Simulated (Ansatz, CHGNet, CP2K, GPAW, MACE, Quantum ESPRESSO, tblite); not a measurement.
# Running generalised stacking fault on (111) (glide set) of a Ge-Sn solid solution (48 atoms) with Quantum ESPRESSO

Aim: run generalised stacking fault on (111) (glide set) of a Ge-Sn solid solution (48 atoms) in Quantum ESPRESSO and see how near its forces come to a plane-wave reference, and at what cost.

Program: Quantum ESPRESSO 7.5. Level of theory: the method is named at each step. Results are calculated unless marked as measured.

## 1. The structure

The cell holds 48 atoms: 34 Ge and 14 Sn. Its edges and angles: a = 8.334 Å, b = 7.218 Å, c = 20.867 Å, α = 90.0°, β = 79.5°, γ = 90.0°. Diamond-structure Ge lattice (a = 5.8932 Å, the value set for the mixture), cell with z along [111], 2 x 1 x 2 periods; the third cell vector is tilted by 0.917 of 1/2[1-10] and lengthened by 0.1 Å, so the cell holds one fault (glide set); displaced by a Gaussian of 0.01 Å; 14 of 48 Ge sites given to Sn at random (lattice constant by Vegard's rule between Ge and Sn). Then every atom was moved at random, 0.05 Å r.m.s. a Cartesian component. The structure's axis is c.

The yardstick, on the same geometry:

| Item | Value |
| --- | --- |
| method | Kohn-Sham DFT, PBE, PAW, plane waves (Ansatz 0.2.0); cutoff 420 eV, Γ point, fermi-dirac smearing of 0.05 eV; PAW set soft_2 |
| r.m.s. force component | 1.174 eV/Å |
| longest force | 5.181 eV/Å |
| pressure | 8.487 GPa |
| SCF cycles | 10 |
| time | 17 s on 4 threads of Arm Neoverse V2, shared host |
| CPU time | 63 s |

## 2. PBE, sssp-1.3.0-efficiency, 45/360 Ry

Method: Kohn-Sham DFT, PBE, SSSP efficiency 1.3.0 pseudopotentials, plane waves.

pw.in

```
&control
  calculation = 'scf'
  pseudo_dir = './pseudo'
  outdir = './tmp'
  disk_io = 'none'
  tprnfor = .true.
  tstress = .true.
/
&system
  ibrav = 0
  nat = 48
  ntyp = 2
  ecutwfc = 45
  ecutrho = 360
  nosym = .true.
  occupations = 'smearing'
  smearing = 'fd'
  degauss = 0.003675
/
&electrons
  conv_thr = 2.4e-07
  electron_maxstep = 100
  mixing_beta = 0.2
  mixing_mode = 'local-TF'
  diagonalization = 'david'
/
ATOMIC_SPECIES
Ge 72.630 Ge.upf
Sn 118.710 Sn.upf
CELL_PARAMETERS angstrom
8.33424 0.00000 0.00000
0.00000 7.21767 0.00000
3.81983 0.00000 20.51464
ATOMIC_POSITIONS crystal
Ge 0.74516 0.49568 0.01917
Sn 0.68864 0.48956 0.14284
Sn 0.67192 0.83871 0.18770
Ge 0.60477 0.82498 0.31330
Sn 0.24204 0.49509 0.01690
Ge 0.19276 0.49865 0.14339
Ge 0.15668 0.81722 0.18958
Ge 0.09730 0.83135 0.31063
Ge 0.49437 0.00459 0.01914
Ge 0.44425 0.99305 0.14469
Sn 0.41269 0.34055 0.19298
Ge 0.36047 0.34141 0.31162
Sn 0.33583 0.65579 0.35083
Sn 0.27928 0.66337 0.47722
Ge 0.59865 0.15729 0.35194
Ge 0.52814 0.16202 0.47597
Ge 0.52835 0.50253 0.51926
Ge 0.47101 0.49937 0.64198
Ge 0.42951 0.82595 0.68767
Ge 0.38602 0.83254 0.80619
Ge 0.99094 0.00171 0.02351
Sn 0.94185 0.98967 0.14300
Ge 0.91338 0.32566 0.18639
Ge 0.86656 0.33066 0.31131
Ge 0.83530 0.67485 0.35057
Ge 0.78106 0.67203 0.47588
Sn 0.09262 0.16586 0.35231
Ge 0.03319 0.14780 0.47729
Ge 0.01293 0.50516 0.51817
Ge 0.95495 0.50789 0.64335
Ge 0.94014 0.83197 0.68486
Ge 0.87743 0.83168 0.80502
Ge 0.25343 0.00367 0.51735
Ge 0.19912 0.00168 0.64137
Ge 0.18581 0.33834 0.68393
Ge 0.11340 0.33567 0.80626
Ge 0.10679 0.66664 0.85087
Ge 0.04759 0.65737 0.97509
Sn 0.36247 0.16409 0.84554
Sn 0.30766 0.17070 0.97223
Sn 0.76435 0.01297 0.51216
Sn 0.71111 0.99001 0.64354
Sn 0.68283 0.31810 0.68206
Ge 0.63468 0.33451 0.80582
Sn 0.61222 0.66479 0.84978
Ge 0.55324 0.67158 0.97503
Ge 0.85299 0.16767 0.84989
Ge 0.80666 0.16711 0.97503
K_POINTS gamma
```

The run is started by

```sh
> OMP_NUM_THREADS=1 mpirun -np 4 pw.x -in pw.in > output.txt
```

Output:

```text
Program PWSCF
     gamma-point specific algorithms are used
     one sub-group per band group will be used
     scalapack distributed-memory algorithm (size of sub-group:  2*  2 procs)
     Parallelization info
     sticks:   dense  smooth     PW     G-vecs:    dense   smooth      PW
     Min        1537     772    191               240113    84918   10615
     Max        1540     773    194               240132    84925   10620
     Sum        6153    3089    773               960473   339687   42473
     bravais-lattice index     =            0
     lattice parameter (alat)  =      15.7494  a.u.
     unit-cell volume          =    8327.6704 (a.u.)^3
     number of atoms/cell      =           48
     number of atomic types    =            2
     number of electrons       =       672.00
     number of Kohn-Sham states=          403
     kinetic-energy cutoff     =      45.0000  Ry
     charge density cutoff     =     360.0000  Ry
     scf convergence threshold =      2.4E-07
     mixing beta               =       0.2000
     number of iterations used =            8  local-TF  mixing
     Exchange-correlation= SLA  PW   PBE  PBE
                           (   1   4   3   4   0   0   0)
     crystal axes: (cart. coord. in units of alat)
               a(1) = (   1.000000   0.000000   0.000000 )
               a(2) = (   0.000000   0.866026   0.000000 )
               a(3) = (   0.458330   0.000000   2.461489 )
     reciprocal axes: (cart. coord. in units 2 pi/alat)
               b(1) = (  1.000000  0.000000 -0.186200 )
               b(2) = (  0.000000  1.154700  0.000000 )
               b(3) = (  0.000000  0.000000  0.406258 )
     PseudoPot. # 1 for Ge:
     Pseudo is Ultrasoft + core correction, Zval = 14.0
     PseudoPot. # 2 for Sn:
     Pseudo is Ultrasoft + core correction, Zval = 14.0
     atomic species   valence    mass     pseudopotential
     Ge               14.00    72.63000     Ge( 1.00)
     Sn               14.00   118.71000     Sn( 1.00)
     No symmetry found
   Cartesian axes
     number of k points=     1  Fermi-Dirac smearing, width (Ry)=  0.0037
                       cart. coord. in units 2pi/alat
        k(    1) = (   0.0000000   0.0000000   0.0000000), wk =   2.0000000
     Dense  grid:   480237 G-vectors     FFT dimensions: (  96,  90, 240)
     Smooth grid:   169844 G-vectors     FFT dimensions: (  72,  60, 180)
     Initial potential from superposition of free atoms
     starting charge     657.9697, renormalised to     672.0000
     Starting wfcs are  432 randomized atomic wfcs
     Self-consistent Calculation
     iteration #  1     ecut=    45.00 Ry     beta= 0.20
     total energy              =   -9561.46189862 Ry
     estimated scf accuracy    <     563.17594804 Ry
     iteration #  2     ecut=    45.00 Ry     beta= 0.20
     negative rho (up, down):  1.017E-04 0.000E+00
     total energy              =   -9532.41728145 Ry
     estimated scf accuracy    <     414.82548265 Ry
     iteration #  3     ecut=    45.00 Ry     beta= 0.20
     total energy              =   -9547.77514097 Ry
     estimated scf accuracy    <       5.66193862 Ry
     iteration #  4     ecut=    45.00 Ry     beta= 0.20
     total energy              =   -9547.77236403 Ry
     estimated scf accuracy    <       2.16643234 Ry
     iteration #  5     ecut=    45.00 Ry     beta= 0.20
     total energy              =   -9547.74558553 Ry
     estimated scf accuracy    <       0.36368716 Ry
     iteration #  6     ecut=    45.00 Ry     beta= 0.20
     total energy              =   -9547.74414770 Ry
     estimated scf accuracy    <       0.07799452 Ry
     iteration #  7     ecut=    45.00 Ry     beta= 0.20
     total energy              =   -9547.74801458 Ry
     estimated scf accuracy    <       0.02440724 Ry
     iteration #  8     ecut=    45.00 Ry     beta= 0.20
     total energy              =   -9547.74966115 Ry
     estimated scf accuracy    <       0.00480737 Ry
     iteration #  9     ecut=    45.00 Ry     beta= 0.20
     total energy              =   -9547.74954948 Ry
     estimated scf accuracy    <       0.00227455 Ry
     iteration # 10     ecut=    45.00 Ry     beta= 0.20
     total energy              =   -9547.74970559 Ry
     estimated scf accuracy    <       0.00022518 Ry
     iteration # 11     ecut=    45.00 Ry     beta= 0.20
     total energy              =   -9547.74970912 Ry
     estimated scf accuracy    <       0.00005636 Ry
     iteration # 12     ecut=    45.00 Ry     beta= 0.20
     total energy              =   -9547.74971059 Ry
     estimated scf accuracy    <       0.00002349 Ry
     iteration # 13     ecut=    45.00 Ry     beta= 0.20
     total energy              =   -9547.74971212 Ry
     estimated scf accuracy    <       0.00000136 Ry
     iteration # 14     ecut=    45.00 Ry     beta= 0.20
     total energy              =   -9547.74971225 Ry
     estimated scf accuracy    <       0.00000054 Ry
     iteration # 15     ecut=    45.00 Ry     beta= 0.20
     End of self-consistent calculation
          k = 0.0000 0.0000 0.0000 ( 21237 PWs)   bands (ev):
   -16.6266 -16.5511 -16.5398 -16.5371 -16.5217 -16.5124 -16.5049 -16.5006
   -16.4861 -16.4783 -16.4670 -16.4648 -16.4633 -16.4558 -16.4487 -16.4389
   -16.4312 -16.4195 -16.4191 -16.4030 -16.4024 -16.3984 -16.3793 -16.3709
   -16.3637 -16.3613 -16.3553 -16.3539 -16.3468 -16.3388 -16.3316 -16.3290
   -16.3251 -16.3199 -16.3190 -16.3172 -16.3140 -16.3103 -16.3017 -16.2963
   -16.2898 -16.2775 -16.2766 -16.2755 -16.2715 -16.2627 -16.2614 -16.2612
   -16.2583 -16.2571 -16.2533 -16.2506 -16.2482 -16.2477 -16.2427 -16.2407
   -16.2403 -16.2387 -16.2381 -16.2340 -16.2333 -16.2299 -16.2291 -16.2274
   -16.2257 -16.2233 -16.2198 -16.2180 -16.2171 -16.2162 -16.2149 -16.2128
   -16.2105 -16.2091 -16.2073 -16.2049 -16.2043 -16.2038 -16.2028 -16.2008
   -16.1948 -16.1932 -16.1917 -16.1867 -16.1832 -16.1806 -16.1788 -16.1774
   -16.1743 -16.1730 -16.1719 -16.1667 -16.1625 -16.1611 -16.1577 -16.1515
[...]
10.8794  10.9388  11.0594  11.0739  11.1236  11.1868  11.2803  11.3700
    11.4615  11.5119  11.5637  11.6604  11.6827  11.7362  11.7531  11.8261
    11.8863  11.9455  11.9890  12.0237  12.0573  12.0925  12.1260  12.1771
    12.2099  12.2615  12.3680  12.4082  12.4558  12.5375  12.5711  12.6227
    12.6474  12.7371  12.9173  12.9792  13.0206  13.0655  13.1435  13.1623
    13.2311  13.2524  13.2843
     the Fermi energy is     8.4153 ev
!    total energy              =   -9547.74971263 Ry
     estimated scf accuracy    <       0.00000003 Ry
     smearing contrib. (-TS)   =      -0.01787603 Ry
     internal energy E=F+TS    =   -9547.73183660 Ry
     The total energy is F=E-TS. E is the sum of the following terms:
     one-electron contribution =   -5873.78767657 Ry
     hartree contribution      =    3506.06166008 Ry
     xc contribution           =   -2649.48229766 Ry
     ewald contribution        =   -4530.52352245 Ry
     convergence has been achieved in  15 iterations
     Forces acting on atoms (cartesian axes, Ry/au):
     atom    1 type  1   force =     0.05195470   -0.02576818   -0.01736170
     atom    2 type  2   force =     0.04337404    0.01747796   -0.03876594
     atom    3 type  2   force =    -0.06656913   -0.03723204    0.05707633
     atom    4 type  1   force =     0.02116333    0.03325213    0.00327691
     atom    5 type  2   force =     0.12431806    0.01325023    0.09277143
     atom    6 type  1   force =    -0.05391908    0.01030177    0.00293241
     atom    7 type  1   force =     0.06634306   -0.00784332    0.01547464
     atom    8 type  1   force =    -0.00396119   -0.01926469   -0.02798411
     atom    9 type  1   force =     0.14360615   -0.09028671    0.08904130
     atom   10 type  1   force =    -0.07249888    0.01686496   -0.03741620
     atom   11 type  2   force =    -0.04670074   -0.06372782   -0.02204364
     atom   12 type  1   force =     0.04920615   -0.09006328    0.03171495
[...]
atom   44 type  1   force =     0.01990952   -0.01188711    0.01063715
     atom   45 type  2   force =    -0.00484973   -0.01097129    0.01579328
     atom   46 type  1   force =    -0.04250816    0.03199720    0.00887200
     atom   47 type  1   force =     0.00272701   -0.02246169    0.01224404
     atom   48 type  1   force =    -0.07667131    0.03346011   -0.04179090
     Total force =     0.549236     Total SCF correction =     0.000906
     Computing stress (Cartesian axis) and pressure
          total   stress  (Ry/bohr**3)                   (kbar)     P=       83.23
   0.00108612  -0.00011439   0.00008728          159.77      -16.83       12.84
  -0.00011439   0.00020649  -0.00010150          -16.83       30.38      -14.93
   0.00008728  -0.00010150   0.00040480           12.84      -14.93       59.55
     Message from routine punch:
     Nothing written, as per user request (disk_io='none')
```

Wall time 2.2 min (4 MPI ranks of Arm Neoverse V2, shared host); peak memory 2.9 GiB.

Banners, paths, timers and routine set-up lines are dropped from the logs unmarked, and long logs keep their key lines alone; longer cuts are marked.

Compared with the plane-wave run:

- r.m.s. force component: 1.177 eV/Å
- r.m.s. difference of force components: 4.062 meV/Å
- longest difference of force vectors: 13.76 meV/Å
- force difference over r.m.s. force: 0.346 %
- slope of forces against the reference's: 1.002
- correlation of force components: 1
- pressure: 8.323 GPa
- pressure difference: -0.1641 GPa

Length of the force difference by element (eV/Å):

| element | atoms | mean | most |
| --- | --- | --- | --- |
| Ge | 34 | 0.0056 | 0.014 |
| Sn | 14 | 0.0076 | 0.011 |

A closer look about Sn3, picked at random: 9 atoms, nearest first, numbered in the order of the input, with positions taken from that point.

| atom | x | y | z | distance (Å) | bonds | Fx | Fy | Fz (eV/Å) |
| --- | --- | --- | --- | --- | --- | --- | --- | --- |
| Sn3 | 0.00 | 0.00 | 0.00 | 0.00 | 4 | -1.71 | -0.96 | 1.47 |
| Ge10 | -2.06 | 1.11 | -0.88 | 2.50 | 4 | -1.86 | 0.43 | -0.96 |
| Sn22 | 2.08 | 1.09 | -0.92 | 2.52 | 4 | 1.84 | 1.51 | -0.37 |
| Ge4 | -0.08 | -0.10 | 2.58 | 2.58 | 4 | 0.54 | 0.85 | 0.08 |
| Sn2 | -0.03 | -2.52 | -0.92 | 2.68 | 4 | 1.12 | 0.45 | -1.00 |
| Ge23 | 2.01 | 3.51 | -0.03 | 4.05 | 4 | 1.58 | 0.30 | 1.05 |
| Ge7 | 4.05 | -0.16 | 0.04 | 4.05 | 4 | 1.71 | -0.20 | 0.40 |
| Ge25 | 1.98 | -1.18 | 3.34 | 4.06 | 4 | -0.02 | -0.80 | 0.72 |
| Ge15 | 0.02 | 2.30 | 3.37 | 4.08 | 4 | -0.31 | 0.41 | 0.32 |

Forces lie 0.35 % from the reference's, at 8.2 times its CPU time.

## 3. PBE, dojo-0.4.1-standard, 60/240 Ry

Method: Kohn-Sham DFT, PBE, PseudoDojo 0.4.1 standard norm-conserving pseudopotentials, plane waves.

The pseudopotential files are exchanged too: ./pseudo now holds the set dojo-sr-pbe-0.4.1-standard.

Edit pw.in of step 2 so:

```diff
@@ -12,4 +12,4 @@
   ntyp = 2
-  ecutwfc = 45
-  ecutrho = 360
+  ecutwfc = 60
+  ecutrho = 240
   nosym = .true.
```

Output:

```text
[banner, memory and clock lines left out]
Program PWSCF
     gamma-point specific algorithms are used
     one sub-group per band group will be used
     bravais-lattice index     =            0
     lattice parameter (alat)  =      15.7494  a.u.
     unit-cell volume          =    8327.6704 (a.u.)^3
     number of atoms/cell      =           48
     number of atomic types    =            2
     number of electrons       =       672.00
[... lines left out ...]
     scf convergence threshold =      2.4E-07
[... lines left out ...]
     number of k points=     1  Fermi-Dirac smearing, width (Ry)=  0.0037
[... lines left out ...]
     total energy              =   -8277.69291632 Ry
[... lines left out ...]
     total energy              =   -8277.45852022 Ry
[... lines left out ...]
     total energy              =   -8277.54101810 Ry
[... lines left out ...]
     total energy              =   -8277.54163836 Ry
[... lines left out ...]
     total energy              =   -8277.54163881 Ry
[... lines left out ...]
          k = 0.0000 0.0000 0.0000 ( 32701 PWs)   bands (ev):
   -15.9901 -15.9183 -15.9147 -15.9080 -15.8897 -15.8773 -15.8696 -15.8649
   -15.8507 -15.8468 -15.8354 -15.8330 -15.8255 -15.8183 -15.8143 -15.7988
   -15.7969 -15.7868 -15.7799 -15.7726 -15.7665 -15.7642 -15.7436 -15.7350
[...]
12.9766  13.0305  13.1356  13.1740  13.2249  13.3074  13.3410  13.3911
    13.4164  13.5048  13.6881  13.7513  13.7918  13.8370  13.9143  13.9335
    14.0036  14.0252  14.0533
     the Fermi energy is     9.1778 ev
!    total energy              =   -8277.54163876 Ry
     estimated scf accuracy    <       0.00000014 Ry
     smearing contrib. (-TS)   =      -0.01765585 Ry
     internal energy E=F+TS    =   -8277.52398291 Ry
     The total energy is F=E-TS. E is the sum of the following terms:
     one-electron contribution =   -4170.16056778 Ry
     hartree contribution      =    2524.38643293 Ry
     xc contribution           =   -2101.22632561 Ry
     ewald contribution        =   -4530.52352244 Ry
     convergence has been achieved in  14 iterations
     Forces acting on atoms (cartesian axes, Ry/au):
     atom    1 type  1   force =     0.05242266   -0.02588242   -0.01738169
     atom    2 type  2   force =     0.04333004    0.01759021   -0.03884204
     atom    3 type  2   force =    -0.06661262   -0.03742343    0.05738789
[...]
atom   47 type  1   force =     0.00296565   -0.02275236    0.01265741
     atom   48 type  1   force =    -0.07720245    0.03350549   -0.04223054
     Total force =     0.552650     Total SCF correction =     0.001610
     Computing stress (Cartesian axis) and pressure
          total   stress  (Ry/bohr**3)                   (kbar)     P=     -158.88
  -0.00053506  -0.00011584   0.00008594          -78.71      -17.04       12.64
  -0.00011584  -0.00145965  -0.00010261          -17.04     -214.72      -15.09
   0.00008594  -0.00010261  -0.00124537           12.64      -15.09     -183.20
     Message from routine punch:
     Nothing written, as per user request (disk_io='none')
```

Elapsed: 2 min, on 4 MPI ranks; peak memory 1.9 GiB.

Numbers from this run, and their distance from the reference:

```
r.m.s. force component                  : 1.184 eV/Å
r.m.s. difference of force components   : 10.59 meV/Å
longest difference of force vectors     : 42.99 meV/Å
force difference over r.m.s. force      : 0.9016 %
slope of forces against the reference's : 1.009
correlation of force components         : 1
pressure                                : -15.89 GPa
pressure difference                     : -24.38 GPa
```

This is a coarse setting, run to see what it loses.

Against the first run (0.35 %), the force difference from the reference is 0.90 %, at 0.94 times the CPU time.

[end of part 1 of 2]

[Also dropped from logs without a mark: logging warnings of Python, and SIESTA's first energy breakdown and zero terms.]

[Logs are printed without paths, hosts, clocks, repeated set-up lines and the standing remarks that a program may print on its own settings, such as how far it seeks lower states.]

[Hosts, paths, dates, database ids (printed as entryN), source tags and the programs' standing remarks are cut or masked in the printed files.]
